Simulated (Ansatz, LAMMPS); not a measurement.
# Relaxing glassy CaAl2Si6O16 (125 atoms)

How does glassy CaAl2Si6O16 (125 atoms) relax, and what do bonds, charges and levels look like afterwards?

Method: Kohn-Sham DFT, PBE, PAW (set soft_2), plane waves, in Ansatz 0.2.0.

**What experiment says.** A Ca0.125Al0.25Si0.75O2 glass plate was measured by high-energy x-ray diffraction at 20 K and the Ca-O distance was fitted in the PDF (“Polyhedral units and network connectivity in calcium aluminosilicate glasses from high-energy x-ray diffraction”, 2000, arxiv:cond-mat/0007490): nearest Ca–O distance 2.32 Å; number of O about Ca 5.3.

## 1. The starting structure

The cell holds 125 atoms: 10 Al, 5 Ca, 80 O and 30 Si. Its edges and angles: a = 11.753 Å, b = 11.753 Å, c = 11.753 Å, α = 90.0°, β = 90.0°, γ = 90.0°. 125 atoms (10 Al, 5 Ca, 80 O, 30 Si) placed at random at 2.61 g/cm³, melted at 4500 K for 20 ps at fixed volume with the Morse and Coulomb pair potential with partial charges (Pedone, Malavasi, Menziani, Cormack and Segre, J. Phys. Chem. B 110, 11780 (2006)). Quenched from 4500 K to 300 K at 10 K/ps and fixed volume, held 20 ps at zero pressure.

Limits known from the start: The quench rate of 10 K/ps is orders of magnitude faster than experiment, which tends to freeze in extra defects. The starting topology of bonds comes from the classical model. The Brillouin zone is sampled at Γ only, in a cell whose shortest periodic width is 12 Å.

## 2. Single point at the start

A single point comes first, to see the forces before anything moves.

Contents of input.yaml:

```yaml
crystal:
  lattice:
    - [11.75268, 0.0, 0.0]
    - [0.0, 11.75268, 0.0]
    - [0.0, 0.0, 11.75268]
  atoms:
    - { symbol: Al, position: [0.90781, 0.77729, 0.95352] }
    - { symbol: Al, position: [0.71307, 0.62387, 0.61921] }
    - { symbol: Al, position: [0.58129, 0.25973, 0.78334] }
    - { symbol: Al, position: [0.8447, 0.79751, 0.49028] }
    [... 115 atom lines left out ...]
    - { symbol: Si, position: [0.52991, 0.14543, 0.3814] }
    - { symbol: Si, position: [0.78174, 0.08509, 0.76136] }
    - { symbol: Si, position: [0.73485, 0.42082, 0.95043] }
    - { symbol: Si, position: [0.59379, 0.89671, 0.46509] }
    - { symbol: Si, position: [0.93159, 0.15671, 0.20586] }
    - { symbol: Si, position: [0.69995, 0.83119, 0.78888] }
kpoints:
  mp_grid: { grid: [1, 1, 1] }
hamiltonian:
  xc: pbe
scf:
  occupations: { method: gaussian, width: 0.025 }
output:
  forces: true
  stress: true
  populations: true
  dos:
    method: { smearing: { sigma: 0.1 } }
    de: 0.1
    projected: { site_lists: { Al: [Al], Ca: [Ca], O: [O], Si: [Si] } }
  eigenvalues: true
```

On the command line:

```sh
ansatz run input.yaml --threads 4 --pin off --max-ram 8192MiB --backend cpu --events-out ev --progress --plain --runs-dir out
```

Run time: 15 s. Hardware: 4 threads of Intel Xeon 6975P-C (Granite Rapids), shared host; peak memory 2.4 GiB; 56 s of CPU time.

Numbers from this run:

```yaml
free_energy: -79066.8238 eV
free_energy_per_atom: -632.5346 eV/atom
scf_cycles: 9
pressure: 7.382 GPa
r_m_s_force_component: 1.221 eV/Å
longest_force: 5.769 eV/Å
fermi_energy: 6.168 eV
spacing_of_highest_filled_and_lowest_empty_level: 3.451 eV
spilling_of_the_projection: 0.01272
```

The r.m.s. force component of 1.2 eV/Å and the pressure of 7.4 GPa set the starting point.

Neighbours are counted within 2.12 Å (O-Si), 2.43 Å (O-Al), 3.08 Å (O-Ca).

Length of the force by element and coordination:

| element | coordination | atoms | mean length of the force (eV/Å) | spread | least | most |
| --- | --- | --- | --- | --- | --- | --- |
| Al | all | 10 | 2.25 | 0.857 | 0.981 | 3.50 |
| Al | 4 | 9 | 2.34 | 0.859 | 0.981 | 3.50 |
| Al | 5 | 1 | 1.45 | 0 | 1.45 | 1.45 |
| Ca | all | 5 | 1.01 | 0.308 | 0.652 | 1.42 |
| Ca | 6 | 3 | 1.20 | 0.253 | 0.843 | 1.42 |
| Ca | 7 | 1 | 0.789 | 0 | 0.789 | 0.789 |
| Ca | 8 | 1 | 0.652 | 0 | 0.652 | 0.652 |
| O | all | 80 | 1.72 | 0.867 | 0.495 | 4.71 |
| O | 2 | 49 | 1.66 | 0.920 | 0.579 | 4.71 |
| O | 3 | 28 | 1.91 | 0.733 | 0.689 | 3.77 |
| O | 4 | 3 | 0.875 | 0.282 | 0.495 | 1.17 |
| Si | all | 30 | 2.33 | 1.09 | 0.419 | 5.77 |

## 3. Relaxation

With the cell held, the atoms are moved downhill towards a nearby minimum.

input.yaml, the sections that differ from step 2:

```yaml
output:
  forces: true
relax:
  f_tol: 0.03
  max_steps: 200
# crystal, kpoints, hamiltonian, scf: as in step 2
```

Wall time 82 s (4 threads); peak memory 2.3 GiB.

Relaxation path:

```
step  energy less that of the first step (eV)  largest force component (eV/Å)
   1                                   0.0000                          5.6686
   2                                  -4.9697                          3.5503
   3                                  -8.0314                          0.7819
   4                                  -8.6878                          1.2464
   5                                  -9.0389                          0.3233
   6                                  -9.0904                          0.3652
   7                                  -9.1706                          0.1181
   8                                  -9.1852                          0.0366
   9                                  -9.1866                          0.1348
  10                                  -9.1891                          0.0421
  11                                  -9.1896                          0.0142
```

The atoms that moved most (Å):

```
atom      dx      dy      dz  length
Ca11   0.259  -0.297   0.270   0.478
 O29  -0.290   0.136  -0.312   0.447
 O88  -0.274  -0.246   0.137   0.393
 O47  -0.217  -0.259  -0.198   0.391
 O91  -0.038   0.202   0.304   0.367
 O20   0.131  -0.313   0.056   0.344
 O50   0.238  -0.187   0.129   0.329
 O69   0.294   0.097   0.051   0.313
```

The relaxation changed the energy by -73.5 meV/atom, and atoms moved by 0.19 Å r.m.s., 0.48 Å at most.

## 4. Local order after relaxation

Bonds before and after, by the cutoffs listed below:

| pair | bonds before | bonds after | mean before (Å) | mean after (Å) | spread before (Å) | spread after (Å) |
| --- | --- | --- | --- | --- | --- | --- |
| O-Si | 120 | 120 | 1.615 | 1.634 | 0.043 | 0.032 |
| O-Al | 41 | 41 | 1.760 | 1.783 | 0.101 | 0.079 |
| O-Ca | 32 | 32 | 2.550 | 2.476 | 0.199 | 0.207 |

Density 2.65 g/cm³, 12.99 Å³ an atom.

g(r), total and by pair (bins of 0.2 Å):

```csv
r (Å),total,O-O,O-Si,O-Al,O-Ca,Si-Si,Si-Al
1.50,0.50,0.00,1.62,0.00,0.00,0.00,0.00
1.70,3.99,0.00,10.52,7.49,0.00,0.00,0.00
1.90,0.29,0.00,0.00,2.78,0.00,0.00,0.00
2.10,0.07,0.00,0.00,0.19,1.06,0.00,0.00
2.30,0.14,0.04,0.00,0.00,2.46,0.00,0.00
2.50,0.57,1.00,0.00,0.00,3.13,0.00,0.00
2.70,2.00,4.60,0.00,0.00,1.52,0.00,0.90
2.90,0.69,1.13,0.06,0.09,0.40,1.34,1.74
3.10,0.99,0.97,0.20,0.60,0.17,4.32,3.37
3.30,0.83,0.74,0.79,0.82,0.14,0.68,2.03
3.50,0.97,0.80,1.22,1.51,0.67,0.00,0.18
3.70,0.83,0.59,1.18,1.01,0.93,0.00,0.77
3.90,1.11,0.58,1.85,1.80,1.06,0.46,0.28
4.10,1.17,0.65,1.90,1.49,1.43,0.68,0.91
4.30,1.25,0.83,1.73,1.79,0.96,1.09,1.17
4.50,0.99,0.92,0.80,1.08,1.98,1.50,0.96
4.70,1.01,1.15,0.77,0.66,1.61,1.16,1.38
4.90,1.12,1.54,0.55,0.74,1.02,1.97,1.25
5.10,1.04,1.47,0.63,0.72,0.94,0.94,1.23
5.30,1.04,1.31,0.78,0.65,0.81,1.28,1.06
5.50,0.94,1.01,0.88,0.80,0.37,1.33,1.22
5.70,0.92,0.78,1.17,0.90,0.40,0.97,1.06
```

Bonds by pair of elements; cutoffs follow the first minimum of g(r), held within bounds set by covalent radii, and pairs that aren't listed don't count as bonded:

| pair A-B | cutoff (Å) | bonds | mean length (Å) | spread (Å) | shortest (Å) | B about A | A about B |
| --- | --- | --- | --- | --- | --- | --- | --- |
| O-Si | 2.08 | 120 | 1.63 | 0.032 | 1.57 | 1.5 | 4 |
| O-Al | 2.43 | 41 | 1.78 | 0.079 | 1.70 | 0.512 | 4.1 |
| O-Ca | 3.02 | 32 | 2.48 | 0.207 | 2.08 | 0.4 | 6.4 |

How many atoms have how many bonded neighbours:

| element | mean | 2 | 3 | 4 | 5 | 6 | 8 |
| --- | --- | --- | --- | --- | --- | --- | --- |
| Al | 4.1 | 0 | 0 | 9 | 1 | 0 | 0 |
| Ca | 6.4 | 0 | 0 | 0 | 0 | 4 | 1 |
| O | 2.41 | 50 | 27 | 3 | 0 | 0 | 0 |
| Si | 4 | 0 | 0 | 30 | 0 | 0 | 0 |

Bond angles (no mean is given where the spread exceeds 20°):

| angle | count | mean (°) | spread (°) |
| --- | --- | --- | --- |
| O-Si-O | 180 | 109 | 5.6 |
| O-Ca-O | 88 | - | - |
| O-Al-O | 64 | 109 | 13.7 |
| Ca-O-Si | 44 | 112 | 18.2 |
| Si-O-Si | 42 | 144 | 14.8 |

Oxygen atoms by the number of network formers (Si, P, Ge, B, Al, As, Ga) bound to them:

```
network formers bound to O  O atoms  per cent
                         0        0         0
                         1        4         5
                         2       71      88.8
                         3        5       6.2
```

Network units: each former by its oxygen neighbours and how many of them bridge to another former:

```csv
former,O neighbours,bridging O,atoms
Si,4,3,4
Si,4,4,26
Al,4,4,9
Al,5,5,1
```

Bond length by coordination (bonds to H left out):

```
element  coordination  atoms  mean bond length (Å)
     Al             4      9                  1.77
     Al             5      1                  1.89
     Ca             6      4                  2.46
     Ca             8      1                  2.53
      O             2     50                  1.66
      O             3     27                  1.95
      O             4      3                  2.11
```

Rings of the network by King's shortest-path rule, up to 12 atoms, one path for each pair of neighbours; H, halogens, alkali and alkaline-earth atoms are left out, and the last column divides by all other atoms, bonded or not:

| ring size (atoms) | rings | per network atom |
| --- | --- | --- |
| 4 | 2 | 0.017 |
| 6 | 2 | 0.017 |
| 8 | 10 | 0.083 |
| 10 | 16 | 0.133 |
| 12 | 29 | 0.242 |

First main peaks of g(r), for some of the pairs, lie near 2.7 Å (O-O), 1.6 Å (O-Si), 1.8 Å (O-Al), 2.4 Å (O-Ca), 3.1 Å (Si-Si) and 3.1 Å (Si-Al). With the cutoffs above, 90 % of Al atoms have 4, 80 % of Ca atoms have 6, 62 % of O atoms have 2 and all Si atoms have 4 bonded neighbours. The O-Si-O angle averages 109° with a spread of 6°. 89 % of the oxygens bridge two formers (Si and Al) and 5 % are non-bridging; 6 % join three. The commonest Si unit has 4 oxygens, 4 of them shared with other formers (26 of 30 atoms). Rings of 12 atoms are the most common (49 % of those counted); sizes run from 4 to 12, where the search stops.

## 5. Single point at the relaxed geometry

The electronic structure is read at the final geometry, in a run of its own.

Contents of input.yaml:

```yaml
crystal:
  lattice:
    - [11.75268, 0.0, 0.0]
    - [0.0, 11.75268, 0.0]
    - [0.0, 0.0, 11.75268]
  atoms:
    - { symbol: Al, position: [0.91677, 0.78224, 0.96339] }
    - { symbol: Al, position: [0.70835, 0.61946, 0.62737] }
    - { symbol: Al, position: [0.56531, 0.2582, 0.78243] }
    - { symbol: Al, position: [0.83862, 0.80298, 0.49637] }
    [... 115 atom lines left out ...]
    - { symbol: Si, position: [0.5447, 0.13945, 0.38148] }
    - { symbol: Si, position: [0.77598, 0.09217, 0.76449] }
    - { symbol: Si, position: [0.72803, 0.41635, 0.93953] }
    - { symbol: Si, position: [0.59316, 0.89802, 0.46502] }
    - { symbol: Si, position: [0.93494, 0.157, 0.20084] }
    - { symbol: Si, position: [0.69655, 0.83622, 0.80785] }
kpoints:
  mp_grid: { grid: [1, 1, 1] }
hamiltonian:
  xc: pbe
scf:
  occupations: { method: gaussian, width: 0.025 }
output:
  forces: true
  stress: true
  populations: true
  dos:
    method: { smearing: { sigma: 0.08 } }
    de: 0.1
    projected: { site_lists: { Al: [Al], Ca: [Ca], O: [O], Si: [Si] } }
  eigenvalues: true
  write_density: true
  write_potential: true
  volumetric_format: npy
  elf: true
```

The job ended after 16 s (4 threads; peak memory 2.4 GiB).

Read from the output:

| Item | Value |
| --- | --- |
| free energy | -79076.0134 eV |
| free energy per atom | -632.6081 eV/atom |
| SCF cycles | 9 |
| pressure | 2.368 GPa |
| r.m.s. force component | 0.00363 eV/Å |
| longest force | 0.01534 eV/Å |
| Fermi energy | 6.005 eV |
| gap (highest filled to lowest empty level) | 3.889 eV |
| spilling of the projection | 0.0128 |

Löwdin charges by element and coordination (they lack the spilled electrons, 0.070 e an atom on average):

```
element  coordination  atoms  mean charge (e)  spread   least    most
     Al           all     10             1.34   0.031    1.26    1.38
     Al             4      9             1.34  0.0324    1.26    1.38
     Al             5      1             1.35       0    1.35    1.35
     Ca           all      5             1.81  0.0129    1.79    1.83
     Ca             6      4             1.82  0.0054    1.81    1.83
     Ca             8      1             1.79       0    1.79    1.79
      O           all     80           -0.827  0.0587   -1.04  -0.754
      O             2     50           -0.811  0.0515   -1.00  -0.757
      O             3     27           -0.853  0.0625   -1.04  -0.754
      O             4      3           -0.862  0.0323  -0.906  -0.828
     Si           all     30             1.75  0.0291    1.68    1.81
```

Density of states as counts of states in windows of 1 eV (from the Fermi level), total and the larger projections:

```
from (eV)  to (eV)  total   O p  Si p
      -18      -17    4.0   0.1   0.5
      -17      -13    0.0   0.0   0.0
      -13      -12    4.0   2.6   0.2
      -12      -11   11.5   7.7   0.6
      -11      -10   17.6  12.2   1.4
      -10       -9   24.0  17.3   2.6
       -9       -8   43.3  33.1   6.5
       -8       -7   38.1  29.7   4.5
       -7       -6   63.5  52.6   5.0
       -6       -5   78.6  70.2   3.2
       -5       -4   91.2  85.0   2.0
       -4       -3   79.9  76.0   1.1
       -3       -2   27.2  26.0   0.4
       -2       -1    1.1   1.1   0.0
       -1        1    0.0   0.0   0.0
        1        2    1.9   0.0   0.0
        2        3    0.6   0.0   0.0
        3        4   23.3   1.7   2.8
        4        5   45.1   3.1   6.7
```

The curve was stored every 0.10 eV, coarse against its broadening of 0.08 eV, so these counts are rough.

Between -26 and -18 eV lie 186 more states.

The levels nearest the highest filled one (over half full), pooled over k-points and spins:

| level less the highest filled one (eV) | occupation |
| --- | --- |
| -0.623 | 2 |
| -0.573 | 2 |
| -0.385 | 2 |
| -0.281 | 2 |
| -0.233 | 2 |
| 0 | 2 |
| 3.89 | 0 |
| 5.02 | 0 |
| 5.26 | 0 |
| 5.40 | 0 |
| 5.50 | 0 |
| 5.53 | 0 |

Mean Löwdin charges: Al +1.34, Ca +1.81, O -0.83, Si +1.75 e (they miss 1.3 % of the electrons, so they add up to more than the cell's charge).

1 further run on a deliberately doubtful input is not shown.

## 6. Summary of results

```
energy change in the relaxation                  : -73.52 meV/atom
r.m.s. displacement                              : 0.194 Å
largest displacement                             : 0.478 Å
free energy per atom                             : -632.6081 eV/atom
pressure                                         : 2.368 GPa
r.m.s. force component                           : 0.00363 eV/Å
gap (highest filled to lowest empty level) : 3.889 eV
wall time of the 3 DFT runs                      : 1.9 min
```

Relaxation lowers the energy by 73.5 meV/atom and moves atoms by 0.19 Å r.m.s.; the r.m.s. force component goes from 1.2 to 0.0036 eV/Å, the pressure goes from 7.4 to 2.4 GPa, and the gap from 3.45 to 3.89 eV. By the final cutoffs no bond was broken or made. From the first step to the last the energy fell by 9.190 eV, and the largest move was 0.48 Å (Ca11). The O-Ca bonds change most in mean length: from 2.550 Å (spread 0.199) to 2.476 Å (spread 0.207). With the cutoffs above, 90 % of Al atoms have 4, 80 % of Ca atoms have 6, 62 % of O atoms have 2 and all Si atoms have 4 bonded neighbours. 89 % of the oxygens bridge two formers (Si and Al) and 5 % are non-bridging; 6 % join three. The highest filled and lowest empty levels differ by 3.89 eV (at Γ alone); a semilocal functional tends to put such gaps too low. In a disordered cell it changes from sample to sample, and tail or defect levels can set it.

What to keep in mind: The network of bonds at the start is that of the classical potential that made the cell; DFT moved the atoms only locally, and no bond changed. The stress is far from hydrostatic: its diagonal is 0.7, 4.1, 2.3 GPa, compression counted positive. The pressure of 2.4 GPa shows the cell to be compressed for this functional.

Against the measurements quoted at the start:

```
             quantity  measured  this cell  difference          method of the measurement
nearest Ca–O distance    2.32 Å     2.42 Å      +4.3 %  high-energy XRD, PDF Gaussian fit
 number of O about Ca       5.3        6.4     +20.8 %  high-energy XRD, PDF Gaussian fit
```

The cell differs from the measured distances by up to 4.3 % and neighbour counts by up to 20.8 %. Distances of this cell are positions of the first main peak of g(r), or bond means where the peak is narrow; means over all bonds within a cutoff lie farther out for broad shells. The network comes from the model that made the cell; DFT moved the atoms only locally, and no bond changed. Our coordination numbers hang on a cutoff, and experiments count neighbours in their own ways.

[Logs are printed without paths, hosts, clocks, repeated set-up lines and the standing remarks that a program may print on its own settings, such as how far it seeks lower states.]

[Hosts, paths, dates, database ids (printed as entryN), source tags and the programs' standing remarks are cut or masked in the printed files.]
